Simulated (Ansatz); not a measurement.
# Lattice dynamics of Rb2Pt (built on the sites of a database entry of Li2Pd), part 2 of 3

How does Rb2Pt (built on the sites of a database entry of Li2Pd) vibrate, and is this structure a minimum?

Ansatz 0.2.0; DFT LDA, scalar-relativistic, plane waves, norm-conserving pseudopotentials.

So far: The structure; Relaxation, k-mesh 9×9×12; Relaxation, k-mesh 9×9×14. The relaxed cell has a = 5.377, c = 3.232 Å (conventional setting).

The structure was built from a prototype and need not be the compound's stable phase.

## 4. Relaxing to small forces for the phonons

Phonons need a cell at rest on their own settings, so the relaxation is repeated with tight tolerances on forces and stress on the k mesh and occupations of the first response run.

Input file input.yaml:

```yaml
crystal:
  lattice:
    - [5.3773251499, -2.6404e-06, 0.0]
    - [-2.6886602883, 4.6569015044, 0.0]
    - [0.0, 0.0, 3.2324801791]
  atoms:
    - { symbol: Rb, position: [0.3333333333, 0.6666666667, 0.5] }
    - { symbol: Rb, position: [0.6666666667, 0.3333333333, 0.5] }
    - { symbol: Pt, position: [0.0, 0.0, 0.0] }
kpoints:
  mp_grid: { grid: [9, 9, 16] }
hamiltonian:
  xc: lda
  pseudopotentials: { kind: nc }
scf:
  occupations: { method: methfessel_paxton, width: 0.2 }
output:
  forces: true
  stress: true
  eigenvalues: true
relax:
  adjacent_minimum: "off"
  f_tol: 0.001
  max_steps: 60
  cell: { stress_tol: 0.01 }
```

Run with:

```sh
$ ansatz run input.yaml --threads 8 --pin off --max-ram 14336MiB --backend cpu --events-out ev --progress --plain --runs-dir out
```

Numbers of over 12 decimals in the logs are rounded to 6 here.

The log of the run:

```text
[...]
Crystal: 3 atoms, lattice volume = 80.947 Å³
Basis set: ecut = 1142.878222 eV, 7067 PW (Γ)
Bands: 22, of which v1, the nominal top of the filled ones, is band 18 counted from 1 (17 counted from 0)
Symmetry: 24 space group operations
[...]
k-points: 108 of 1296
[...]
--- Relaxed structure (4 steps of the walk, 4 accepted, 1 SCFs on fresh bases) ---
[...]
cell:  # Å, volume = 80.8428 Å³
    - [5.401273, -2.6521569821339284e-6, 5.638230575840324e-19]
    - [-2.700634, 4.677641, -2.8191128903211057e-19]
    - [3.3893186804934326e-19, 0, 3.199767]
  atoms:
    - { symbol: Rb, position: [0.333333, 0.666667, 0.500000] }
    - { symbol: Rb, position: [0.666667, 0.333333, 0.500000] }
    - { symbol: Pt, position: [0, 0, 0] }
[key lines of the parts left out:]
SCF converged after 6 iterations
Free energy (F): -5030.704631 eV
Fermi energy:    10.754859 eV
P = ⅓ Tr σ = -0.0003 GPa (-0.003 kbar)
```

The job ended after 23 s (8 threads of Arm Neoverse V2, shared host; peak memory 1.1 GiB; 2.9 min of CPU time).

Step by step:

```
step  energy less that of the first step (eV)  largest force component (eV/Å)  pressure (GPa)  volume (Å³)
   1                                   0.0000                          0.0000            0.04        80.95
   2                                  -0.0004                          0.0000           -0.01        81.02
   3                                  -0.0009                          0.0000            0.00        80.85
   4                                  -0.0009                          0.0000            0.00        80.84
  5*                                  -0.0009                          0.0000            0.00        80.84
```

Relaxation steps marked * repeat the geometry before them on a plane-wave basis chosen anew for their cell, so energy and pressure can jump there.

The run keeps the 24 symmetry operations that it works with, so distortions that break them were not tested.

```
conventional cell, symmetrised  before  after  change
                         a (Å)   5.377  5.401  +0.4 %
                         b (Å)   5.377  5.401  +0.4 %
                         c (Å)   3.232  3.200  -1.0 %
              volume (Å³/atom)   26.98  26.95  -0.1 %
```

Final coordinates:

```cif
data_structure
_symmetry_space_group_name_H-M 'P 1'
_symmetry_Int_Tables_number 1
_cell_length_a 5.4013
_cell_length_b 5.4013
_cell_length_c 3.1998
_cell_angle_alpha 90.000
_cell_angle_beta 90.000
_cell_angle_gamma 120.000
_cell_volume 80.84
loop_
_atom_site_label
_atom_site_type_symbol
_atom_site_fract_x
_atom_site_fract_y
_atom_site_fract_z
_atom_site_occupancy
Rb1 Rb 0.33333 0.66667 0.50000 1
Rb2 Rb 0.66667 0.33333 0.50000 1
Pt3 Pt 0.00000 0.00000 0.00000 1
```

Numbers from this step:

```yaml
pressure: -2.70e-4 GPa
volume_per_atom: 26.95 Å³
```

The forces vanish by symmetry and the pressure is 0.000 GPa, within the tolerances set. The cell now holds 26.95 Å³/atom.

## 5. Modes at Γ

The zone centre comes first: it holds the modes that light can see, as far as symmetry allows. No field response is asked, since the mesh shows no gap.

input.yaml, the sections that differ from step 4:

```yaml
crystal:
  lattice:
    - [5.4012730199, -2.6522e-06, 0.0]
    - [-2.7006342131, 4.6776409741, 0.0]
    - [0.0, 0.0, 3.199767396]
  atoms:
    - { symbol: Rb, position: [0.3333333333, 0.6666666667, 0.5] }
    - { symbol: Rb, position: [0.6666666667, 0.3333333333, 0.5] }
    - { symbol: Pt, position: [0.0, 0.0, 0.0] }
output:
  eigenvalues: true
phonons:
  method: dfpt
# kpoints, hamiltonian, scf: as in step 4
# relax: removed
```

The log of the run:

```text
zone centre: on kpoints.mp_grid the ground state, and the responses unless they are solved on pairs of k-points, stand on 225 of the mesh's 1296 k-points, reduced under 4 symmetry operations, with k and −k counted as one. Each operation leaves every solved displacement unchanged or reverses it
[...]
Crystal: 3 atoms, lattice volume = 80.843 Å³
Basis set: ecut = 1142.878222 eV, 7103 PW (Γ), exchange–correlation on 120×120×72 points (8 copies of the dense FFT grid, shifted against one another)
Bands: 22, of which v1, the nominal top of the filled ones, is band 18 counted from 1 (17 counted from 0)
Symmetry: 24 space group operations
k-points: 225 of 1296 (irreducible under 4 space group operations, time reversal used)
[...]
SCF iter   1: F=—  HF=-5040.647747 eV  |F-HF|=—  |Δ(HF+E_count)|=         —  Δρ=2.46e-1  dr2=1.09e2  ethr=3.10e-3  ⟨swp⟩=7.8  Hψ=61561  notcnv=0
automatic band count: the SCF goes on with 26 bands, as 22 were too few: they end inside the smearing window of the response
[...]
SCF iter   2: F=—  HF=-5033.485940 eV  |F-HF|=—  |Δ(HF+E_count)|=    7.16e0  S|Δr|=    0.00e0  Δρ=1.04e-1  dr2=1.18e1  ethr=3.10e-3  ⟨swp⟩=4.7  Hψ=21902  notcnv=0  defer=373
[...]
SCF iter  14: F=-5030.704631 eV  HF=-5030.704631 eV  |F-HF|=9.09e-13  |Δ(HF+E_count)|=  2.73e-12  S|Δr|=    0.00e0  Δρ=3.76e-8  dr2=8.95e-13  ethr=1.00e-12  ⟨swp⟩=14.4  Hψ=34972  notcnv=0
SCF 1 converged in 14 iterations: F = -5030.704631 eV  dr2 = 8.95e-13
DFPT response loops at Γ: preconditioner auto → Kerker (q_TF=auto, 2.384 Å⁻¹) (partly filled bands, converged f_vac=0.000); β = 1.00, the filter's whole step (`scf.mixing.beta` (0.50) is not read by the response loops under this deck's `scf.mixing.preconditioner`; to damp them name `kerker` or `kerker_dos`, under which they read `scf.mixing.beta`, and type it under 1.00, their step now; both keys bind the ground state too); Broyden in place of MSR1
SCF converged after 14 iterations
[...]
Free energy (F): -5030.704631 eV
[...]
Internal energy: -5030.698827 eV  (E = F + TS)
E sigma→0 (E₀):  -5030.703180 eV
Entropy (-TS):   -0.005803 eV (-1.934 meV/atom)
Fermi energy:    10.754859 eV
[...]
--- Band table (eV; the first three rows and the last of 225) ---
  k-point 0: bands = [... 14 lower, 8.7785, 8.7785, 9.5236, 9.5236, 12.0989, 12.0989, 12.9022, 14.0652, ... 4 higher]
  k-point 1: bands = [... 14 lower, 8.7685, 8.7685, 9.4500, 9.4500, 12.1833, 12.1833, 13.0700, 14.2825, ... 4 higher]
  k-point 2: bands = [... 14 lower, 8.7377, 8.7377, 9.2615, 9.2615, 12.4010, 12.4010, 13.5484, 14.9122, ... 4 higher]
  k-point 224: bands = [... 14 lower, 8.3341, 8.7427, 8.8302, 11.3124, 11.4868, 11.7768, 12.2554, 15.0198, ... 4 higher]
--- Phonons (Γ-DFPT): 4 representative perturbations + reference, on 225 of 1296 k-points (Σ response iterations 12) ---
  k mesh reduced under 4 symmetry operations, with k and −k counted as one. Each operation leaves every solved displacement unchanged or reverses it
  ASR residual: 2.179e-4 → 0.000e0 eV/Å²; symmetrization residual: 1.594e-4 eV/Å²
  ASR residual per site (eV/Å²): 2.53e-5 2.53e-5 2.18e-4
  Γ frequencies (cm⁻¹): -34.61 0.00 0.00 0.00 46.07 63.65 63.65 137.08 137.08
  non-analytic LO–TO correction: not included (Born effective charges unavailable; polar crystals: no LO–TO splitting at Γ)
```

Run time: 74 s. Hardware: 8 threads; peak memory 4.9 GiB; 9.7 min of CPU time.

The column dr2 measures how far the density is from self-consistency, as an energy; F and HF (Harris–Foulkes) agree once it is small.

This step gave:

- sum-rule residual before enforcement: 2.18e-4 eV/Å²
- point group: 6/mmm
- highest optical mode at the zone centre (no LO-TO term): 137.1 cm⁻¹
- lowest optical zone-centre mode: -34.61 cm⁻¹

Patterns of degenerate modes are one choice out of their space. The modes at Γ (shares of kinetic energy by element, %) (negative means imaginary):

```
mode  frequency (cm⁻¹)  symmetry  Rb %  Pt %
   1             -34.6       B1g   100     0
   2               0.0  acoustic    47    53
   3               0.0  acoustic    47    53
   4               0.0  acoustic    47    53
   5              46.1       A2u    53    47
   6              63.6       E1u    53    47
   7              63.6       E1u    53    47
   8             137.1       E2g   100     0
   9             137.1       E2g   100     0
```

Displacements in mode 1 (-34.6 cm⁻¹), the largest set to 1:
```
Rb1  0.00  0.00  1.00
Rb2  0.00  0.00 -1.00
Pt3  0.00  0.00  0.00
```

Displacements in mode 8 (137.1 cm⁻¹), the largest set to 1:
```
Rb1  0.00 -1.00  0.00
Rb2  0.00  1.00  0.00
Pt3  0.00  0.00  0.00
```

Before it was imposed, the acoustic sum rule was missed by 2.2e-4 eV/Å². Small misses are needed for a sound result but don't prove that mesh and cutoff are converged. The lowest optical mode is imaginary, 34.6i cm⁻¹, so the energy falls along it.

(Part 2 of 3 ends here.)

[Logs are printed without paths, hosts, clocks, repeated set-up lines and the standing remarks that a program may print on its own settings, such as how far it seeks lower states.]

[Hosts, paths, dates, database ids (printed as entryN), source tags and the programs' standing remarks are cut or masked in the printed files.]
